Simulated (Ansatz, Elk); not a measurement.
## Bonding as seen by X-rays: MoS

The structure of MoS used here is made up (a known structure type with other elements) and was relaxed beforehand with PBE. The aim is the Fourier transform of its all-electron density, F(hkl), set beside the sum over free spherical atoms that refinements use.

Program: Elk 11.2.3 (patched build). Level of theory: DFT, PBE, all-electron APW+lo, Dirac cores, scalar-relativistic bands, static density, no spin. Results are calculated unless marked as measured.

The structure was built from a prototype and need not be the compound's stable phase.

## Step 1: The structure

Symmetry: Pnma, No. 62, orthorhombic system. The conventional cell has a = 9.624 Å, b = 3.086 Å, c = 4.028 Å, α = 90.00°, β = 90.00°, γ = 90.00°. Mo has 6 S at 2.51 to 2.58 Å and 2 Mo at 2.74 Å nearest. S has 6 Mo at 2.51 to 2.58 Å nearest. Farther neighbours and most contacts between anions are not listed.

## Step 2: Ground state and structure factors

An all-electron density is needed, since X-rays see the cores too. Task 0 finds the density and task 195 Fourier-transforms it; tshift is off so that phases refer to the origin typed.

The input, elk.in:

```
tasks
  0
  195

xctype
  20

spinpol
  .false.

rgkmax
  7.0

gmaxvr
  14.0

lmaxo
  7

lmaxapw
  8

swidth
  0.002

tshift
  .false.

ramdisk
  .false.

hmaxvr
  5.5

maxscl
  120

epspot
  1e-06

sppath
  './'

avec
  18.18708827694 0.00000000000 0.00000000000
  0.00000000000 5.83195967454 0.00000000000
  0.00000000000 0.00000000000 7.61201849835

atoms
  2
  'Mo.in'
  4
  0.8927060318 0.7500000000 0.8831914045   0.000000 0.000000 0.000000
  0.6072939682 0.2500000000 0.3831914045   0.000000 0.000000 0.000000
  0.3927060318 0.7500000000 0.6168085955   0.000000 0.000000 0.000000
  0.1072939682 0.2500000000 0.1168085955   0.000000 0.000000 0.000000
  'S.in'
  4
  0.1308321352 0.7500000000 0.6283319479   0.000000 0.000000 0.000000
  0.3691678648 0.2500000000 0.1283319479   0.000000 0.000000 0.000000
  0.6308321352 0.7500000000 0.8716680521   0.000000 0.000000 0.000000
  0.8691678648 0.2500000000 0.3716680521   0.000000 0.000000 0.000000

ngridk
  3 7 6
```

Started as:

```bash
OMP_NUM_THREADS=4 elk
```

Numbers of over 12 decimals in the logs are rounded to 6 here.

The log of the run:

```text
┌─────────────────────────┐
│ Elk code version 11.2.3 │
└─────────────────────────┘

All units are atomic (Hartree, Bohr, etc.)

┌─────────────────────────────────────────────────┐
│ Ground-state run starting from atomic densities │
└─────────────────────────────────────────────────┘

Lattice vectors :
   18.18708828       0.000000000       0.000000000
   0.000000000       5.831959675       0.000000000
   0.000000000       0.000000000       7.612018498

Reciprocal lattice vectors :
  0.3454750541       0.000000000       0.000000000
   0.000000000       1.077371185       0.000000000
   0.000000000       0.000000000      0.8254295899

Unit cell volume      :    807.3791357
Brillouin zone volume :   0.3072289120

Muffin-tin inner radius fraction :   0.1000000000E-01

Nuclei treated as point charges

Species : 1 (Mo)
 parameters loaded from : Mo.in
 name : molybdenum
 nuclear charge    :   -42.00000000
 electronic charge :    42.00000000
 atomic mass :    174887.9214
 muffin-tin radius :    2.542946910
 number of radial points in muffin-tin :   1193
 inner part over the whole radius :   0.9961510317E-02
 number on inner part of muffin-tin    :    848
 approximate nuclear radius :   0.8334154960E-04
 number of mesh points to nuclear radius :    420
 atomic positions (lattice), magnetic fields (Cartesian) :
  1 :  -0.10729397 -0.25000000 -0.11680860    0.00000000  0.00000000  0.00000000
  2 :  -0.39270603  0.25000000  0.38319140    0.00000000  0.00000000  0.00000000
  3 :   0.39270603 -0.25000000 -0.38319140    0.00000000  0.00000000  0.00000000
  4 :   0.10729397  0.25000000  0.11680860    0.00000000  0.00000000  0.00000000

Species : 2 (S)
 parameters loaded from : S.in
 name : sulphur
 nuclear charge    :   -16.00000000
 electronic charge :    16.00000000
 atomic mass :    58450.91931
 muffin-tin radius :    2.151724309
 number of radial points in muffin-tin :    793
 inner part over the whole radius :   0.9957001439E-02
 number on inner part of muffin-tin    :    554
 approximate nuclear radius :   0.6195814986E-04
 number of mesh points to nuclear radius :    251
 atomic positions (lattice), magnetic fields (Cartesian) :
  1 :   0.13083214 -0.25000000 -0.37166805    0.00000000  0.00000000  0.00000000
  2 :   0.36916786  0.25000000  0.12833195    0.00000000  0.00000000  0.00000000
  3 :  -0.36916786 -0.25000000 -0.12833195    0.00000000  0.00000000  0.00000000
  4 :  -0.13083214  0.25000000  0.37166805    0.00000000  0.00000000  0.00000000

Total number of atoms per unit cell :    8
Total muffin-tin volume :    442.4447033
 ratio of muffin-tin to unit cell volume :   0.5480011604

Spin treatment :
 spin-unpolarised

Number of Bravais lattice symmetries :    8
Number of crystal symmetries         :    8
Crystal has inversion symmetry
Real symmetric eigensolver will be used

k-point grid :      3     7     6
k-point offset :    0.000000000       0.000000000       0.000000000
k-point set is reduced with full crystal symmetry group
Total number of k-points :       32

Muffin-tin radius times maximum |G+k| :    7.000000000
 using average radius
Maximum |G+k| for APW functions       :    2.982104464
Maximum (1/2)|G+k|²                   :    4.446473518
Maximum |G| for potential and density :    14.00000000
Constant for pseudocharge density :    9
 order of it for each species :   16  16
 order of it for pair densities of each species (exact exchange by exxq0 0: 17) :   11   7
Radial integration step length :    1

G-vector grid sizes :     84    27    35
Number of G-vectors :    37325

Maximum angular momentum used for
 APW functions            :    8
 outer part of muffin-tin :    7
 inner part of muffin-tin :    2

Total nuclear charge    :   -232.0000000
Total core charge       :    152.0000000
Total valence charge    :    80.00000000
Total excess charge     :    0.000000000
Total electronic charge :    232.0000000

Effective Wigner radius, rₛ :   0.9400846815

Number of empty states         :     32
[...]
electron-nuclear            :     -38533.111393179
 Hartree                     :      5226.4831964284
 Madelung                    :     -21513.496650609
 xc potential                :     -776.03269430537
 exchange                    :     -586.20717921181
 correlation                 :     -11.429851008362
 electron entropic           :    -0.24992969322708E-02
 total energy                :     -17798.117419163

Density of states at Fermi energy :    187.2319258
 (states/Hartree/unit cell)

Estimated indirect band gap :   0.7287412499E-03
 from k-point 20 to k-point 24
Estimated direct band gap   :   0.3441578637E-02
 at k-point 14

Charges :
 core                        :    152.0000000
 valence                     :    80.00000000
 interstitial                :    12.83210710
 muffin-tins (core leakage)
  species : 1 (Mo)
[...]
species : 2 (S)
[...]
total in muffin-tins        :    219.1678929
 total calculated charge     :    231.9982878
 total charge                :    232.0000000
 error                       :   0.1712219684E-02

RMS change in Kohn-Sham potential (target) :   0.3411496790     (  0.1000000000E-05)
Absolute change in total energy (target)   :   0.5889268009     (  0.1000000000E-03)

[... loops 3 to 15 left out ...]

┌──────────────────┐
│ Loop number : 16 │
└──────────────────┘

Energies :
 Fermi                       :     0.422072
 sum of occupied eigenvalues :     -10504.510455184
 electron kinetic            :      18397.327042765
 core electron kinetic       :      17959.033110697
 Coulomb                     :     -35593.981111395
 Coulomb potential           :     -28122.743688719
 nuclear-nuclear             :     -2276.9234142438
 electron-nuclear            :     -38572.102562374
 Hartree                     :      5255.0448652221
 Madelung                    :     -21532.609267036
 xc potential                :     -779.09380923001
 exchange                    :     -587.06718114014
 correlation                 :     -11.431347853872
 electron entropic           :    -0.29854522979750E-02
 total energy                :     -17795.155583077

Density of states at Fermi energy :    226.9439485
 (states/Hartree/unit cell)

Estimated indirect band gap :   0.2727754223E-03
 from k-point 6 to k-point 14
Estimated direct band gap   :   0.6939234824E-02
 at k-point 10

Charges :
 core                        :    152.0000000
 valence                     :    80.00000000
 interstitial                :    12.15494401
 muffin-tins (core leakage)
  species : 1 (Mo)
[...]
species : 2 (S)
[...]
total in muffin-tins        :    219.8450560
 total calculated charge     :    231.9980984
 total charge                :    232.0000000
 error                       :   0.1901563113E-02

RMS change in Kohn-Sham potential (target) :   0.2637738613E-07 (  0.1000000000E-05)
Absolute change in total energy (target)   :   0.3972499326E-04 (  0.1000000000E-03)

Convergence targets achieved

┌──────────────────┐
│ Loop number : 17 │
└──────────────────┘

Energies :
 Fermi                       :     0.422072
 sum of occupied eigenvalues :     -10504.510450463
 electron kinetic            :      18397.327046045
 core electron kinetic       :      17959.033112323
 Coulomb                     :     -35593.981111538
 Coulomb potential           :     -28122.743687995
 nuclear-nuclear             :     -2276.9234142438
 electron-nuclear            :     -38572.102563383
 Hartree                     :      5255.0448660880
 Madelung                    :     -21532.609267541
 xc potential                :     -779.09380851253
 exchange                    :     -587.06718118062
 correlation                 :     -11.431347846189
 electron entropic           :    -0.29854523462571E-02
 total energy                :     -17795.155579973

Density of states at Fermi energy :    226.9439513
 (states/Hartree/unit cell)

Estimated indirect band gap :   0.2727751900E-03
 from k-point 6 to k-point 14
Estimated direct band gap   :   0.6939235591E-02
 at k-point 10

Charges :
 core                        :    152.0000000
 valence                     :    80.00000000
 interstitial                :    12.15494376
 muffin-tins (core leakage)
  species : 1 (Mo)
[...]
species : 2 (S)
[...]
atom 2                    :    14.51048817     (  0.9709490289E-04)
   atom 3                    :    14.51048817     (  0.9709490289E-04)
   atom 4                    :    14.51048817     (  0.9709490289E-04)
 total in muffin-tins        :    219.8450562
 total calculated charge     :    231.9980984
 total charge                :    232.0000000
 error                       :   0.1901563310E-02

┌──────────────────────────────┐
│ Self-consistent loop stopped │
└──────────────────────────────┘

Wrote STATE.OUT
```

Run time: 72 s. Hardware: 4 threads of Arm Neoverse V1, shared host; peak memory 0.26 GiB; 3.7 min of CPU time.

SFACRHO.OUT:

```text

h k l indices transformed by vhmat matrix:
   1.000000000       0.000000000       0.000000000    
   0.000000000       1.000000000       0.000000000    
   0.000000000       0.000000000       1.000000000    

      h      k      l  multipl.   |H|            Re(F)            Im(F)           |F|

      0      0      0      1   0.0000000       232.00000      0.16618749E-15   232.00000    
     -1      0      0      2  0.34547505      0.28011591E-13  -0.0000000      0.28011591E-13
      2      0      0      2  0.69095011       30.026685      -0.0000000       30.026685    
      0      0      1      2  0.82542959      0.42017386E-14  -0.0000000      0.42017386E-14
      1      0      1      2  0.89481116       60.506392      -0.0000000       60.506392    
      1      0     -1      2  0.89481116       60.506392     -0.42892748E-14   60.506392    
      3      0      0      2   1.0364252      0.60224920E-13 -0.70028977E-14  0.60630698E-13
      2      0      1      2   1.0764507      -56.201868     -0.28011591E-14   56.201868    
     -2      0      1      2   1.0764507       56.201868      0.28011591E-14   56.201868    
      0     -1      0      2   1.0773712      0.10641868E-13  0.14005795E-14  0.10733637E-13
     -1     -1      0      2   1.1314069      0.28011591E-13  -0.0000000      0.28011591E-13
     -1      1      0      2   1.1314069       0.0000000      0.14005795E-14  0.14005795E-14
     -2     -1      0      2   1.2798987      -84.751690      0.17507244E-15   84.751690    
      2     -1      0      2   1.2798987       84.751690      -0.0000000       84.751690    
     -3      0     -1      2   1.3249570      -18.414348     -0.12255071E-14   18.414348    
      3      0     -1      2   1.3249570      -18.414348     -0.14005795E-14   18.414348    
      0      1     -1      2   1.3572261       119.65860      0.28011591E-14   119.65860    
      0     -1     -1      2   1.3572261      -119.65860     -0.42017386E-14   119.65860
```

Elk indexes on the primitive cell of elk.in and gives |H| = 4π sin θ/λ in inverse bohr. Below, one row stands for each form hkl of the conventional cell (m members, Friedel mates merged), F is for one primitive cell and the density is static (no thermal factor). Free-atom factors are Waasmaier and Kirfel's, and R is Σm||F|−|F'||/Σm|F|.

```csv
hkl,m,sin θ/λ (Å⁻¹),"abs F, DFT",neutral atoms,diff.
100,2,0.052,0.000,0.000,+0.000
200,2,0.104,30.027,29.836,+0.191
001,2,0.124,0.000,0.000,+0.000
101,4,0.135,60.506,60.627,-0.120
300,2,0.156,0.000,0.000,+0.000
201,4,0.162,56.202,56.877,-0.675
010,2,0.162,0.000,0.000,+0.000
110,4,0.170,0.000,0.000,+0.000
210,4,0.193,84.752,85.847,-1.095
301,4,0.199,18.414,19.016,-0.602
011,4,0.204,119.659,120.085,-0.426
400,2,0.208,160.839,161.489,-0.650
111,8,0.211,82.216,82.476,-0.261
310,4,0.225,0.000,0.000,+0.000
211,8,0.229,16.345,16.552,-0.207
401,4,0.242,39.952,40.092,-0.140
002,2,0.248,11.020,10.981,+0.039
102,4,0.254,104.326,104.649,-0.323
311,8,0.257,97.559,98.106,-0.547
500,2,0.260,0.000,0.000,+0.000
410,4,0.264,57.005,57.394,-0.389
202,4,0.269,2.886,2.820,+0.067
```

## Step 3: The highest occupied states alone

An energy window below the Fermi level keeps the highest occupied states, to see at which angles they scatter; shallow core shells can lie inside it and anion s states outside. No new self-consistency is needed.

elk.in: that of step 2 with these lines changed.

```diff
@@ -1,3 +1,2 @@
 tasks
-  0
   195
@@ -40,2 +39,5 @@
 
+wsfac
+  -0.018920 0.722070
+
 sppath
```

Started as:

```bash
OMP_NUM_THREADS=4 elk
```

The log of the run:

```text
┌─────────────────────────────────┐
│ Elk code version 11.2.3 started │
└─────────────────────────────────┘

Info(readinput): the functional depends on the density's gradient
 muffin-tin radial points multiplied by    2.00000
 (not where nrmtscf is given)

┌────────────────────┐
│ Current task : 195 │
└────────────────────┘
Info(checkmt): changed muffin-tin radius of species 1 (Mo) from   2.6000 to   2.5429
Info(checkmt): changed muffin-tin radius of species 2 (S) from   2.2000 to   2.1517

Info(sfacrho): density structure factors written to SFACRHO.OUT

 Energy window :  -0.1892000000E-01  0.7220700000

┌──────────────────┐
│ Elk code stopped │
└──────────────────┘
```

Wall time 18 s (4 threads); peak memory 0.2 GiB; 23 s of CPU time.

States within 12 eV below the Fermi level hold 40.00 electrons; any levels below the window count with the cores. Their amplitudes can exceed the total, where window and core parts have opposite phase:

```csv
hkl,sin θ/λ (Å⁻¹),"abs F, window","abs F, all"
100,0.052,0.000,0.000
200,0.104,2.623,30.027
001,0.124,0.000,0.000
101,0.135,2.309,60.506
300,0.156,0.000,0.000
201,0.162,0.361,56.202
010,0.162,0.000,0.000
110,0.170,0.000,0.000
210,0.193,0.504,84.752
301,0.199,1.051,18.414
```

## Step 4: Another functional

The difference from free atoms is small, so it is set against the change that PBEsol makes.

elk.in: that of step 3 with these lines changed.

```diff
@@ -1,2 +1,3 @@
 tasks
+  0
   195
@@ -4,3 +5,3 @@
 xctype
-  20
+  22
 
@@ -39,5 +40,2 @@
 
-wsfac
-  -0.018920 0.722070
-
 sppath
```

Started as:

```bash
OMP_NUM_THREADS=4 elk
```

The log of the run:

```text
┌─────────────────────────┐
│ Elk code version 11.2.3 │
└─────────────────────────┘

All units are atomic (Hartree, Bohr, etc.)

┌─────────────────────────────────────────────────┐
│ Ground-state run starting from atomic densities │
└─────────────────────────────────────────────────┘

Lattice vectors :
   18.18708828       0.000000000       0.000000000
   0.000000000       5.831959675       0.000000000
   0.000000000       0.000000000       7.612018498

Reciprocal lattice vectors :
  0.3454750541       0.000000000       0.000000000
[...]
valence                     :    80.00000000
 interstitial                :    12.22845347
 muffin-tins (core leakage)
  species : 1 (Mo)
[...]
species : 2 (S)
[...]
atom 3                    :    14.48853042     (  0.9793269965E-04)
   atom 4                    :    14.48853042     (  0.9793269965E-04)
 total in muffin-tins        :    219.7715465
 total calculated charge     :    231.9981097
 total charge                :    232.0000000
 error                       :   0.1890281585E-02

┌──────────────────────────────┐
│ Self-consistent loop stopped │
└──────────────────────────────┘

Wrote STATE.OUT
[key lines of the parts left out:]
total energy                :     -17784.060369726
```

The job ended after 65 s (4 threads; peak memory 0.26 GiB).

Against the first run R = 0.02 %; the largest change is -0.085 at 400.

## Step 5: Basis size

A smaller basis shows how fast F responds to it; the change is likely larger than the basis error of the first run, but doesn't show convergence.

elk.in: that of step 4 with these lines changed.

```diff
@@ -5,3 +5,3 @@
 xctype
-  22
+  20
 
@@ -11,3 +11,3 @@
 rgkmax
-  7.0
+  5.5
```

Started as:

```bash
OMP_NUM_THREADS=4 elk
```

The log of the run:

```text
┌─────────────────────────┐
│ Elk code version 11.2.3 │
└─────────────────────────┘

All units are atomic (Hartree, Bohr, etc.)

┌─────────────────────────────────────────────────┐
│ Ground-state run starting from atomic densities │
└─────────────────────────────────────────────────┘

Lattice vectors :
   18.18708828       0.000000000       0.000000000
   0.000000000       5.831959675       0.000000000
   0.000000000       0.000000000       7.612018498

Reciprocal lattice vectors :
  0.3454750541       0.000000000       0.000000000
[...]
valence                     :    80.00000000
 interstitial                :    12.53905856
 muffin-tins (core leakage)
  species : 1 (Mo)
[...]
species : 2 (S)
[...]
atom 3                    :    14.47260761     (  0.9658077502E-04)
   atom 4                    :    14.47260761     (  0.9658077502E-04)
 total in muffin-tins        :    219.4609414
 total calculated charge     :    231.9981984
 total charge                :    232.0000000
 error                       :   0.1801577458E-02

┌──────────────────────────────┐
│ Self-consistent loop stopped │
└──────────────────────────────┘

Wrote STATE.OUT
[key lines of the parts left out:]
total energy                :     -17794.969349182
```

Run time: 58 s. Hardware: 4 threads; peak memory 0.23 GiB.

Against the first run R = 0.06 %; the largest change is -0.161 at 400.

## Step 6: Settings against the effect

```csv
run,R against the first run (%),"R against neutral atoms, low angle (%)",wall time
"PBE, rgkmax 7",0.00,0.55,72 s
PBEsol,0.02,0.57,65 s
rgkmax 5.5,0.06,0.58,58 s
```

## Step 7: What came out

```
R against neutral atoms, sin θ/λ < 0.3 Å⁻¹ : 0.55 %
R against neutral atoms, 0.3 to 0.58 Å⁻¹   : 0.33 %
```

What this shows: Independent neutral atoms miss the calculated amplitudes by R = 0.55 % below 0.3 Å⁻¹ and 0.33 % from there to 0.58 Å⁻¹; by shells, 0.29 % below 0.15 Å⁻¹ (2 forms), 0.56 % 0.15 to 0.3 (16 forms), 0.47 % 0.3 to 0.45 (41 forms), 0.22 % above 0.45 (62 forms). Bonding, aspherical density and the tables' own atoms all enter these figures, and the runs don't part them. The largest change of an amplitude is -1.10 electrons, at 210. The window's part falls from 40.0 electrons at the origin to at most 0.49 between 0.45 and 0.58 Å⁻¹. Below 0.3 Å⁻¹ the changes that finished (PBEsol and rgkmax 5.5) move F by R = 0.05 % at most, against the 0.55 % that separates it from free atoms. The k-mesh has no finished test. These runs have no spin, though d or f shells may be open. Part of the difference isn't bonding: the tables are fits to free atoms and ions calculated by other methods than this functional. Thermal motion, anomalous dispersion and extinction are left out.

[Logs are printed without paths, hosts, clocks, repeated set-up lines and the standing remarks that a program may print on its own settings, such as how far it seeks lower states.]

[Hosts, paths, dates, database ids (printed as entryN), source tags and the programs' standing remarks are cut or masked in the printed files.]
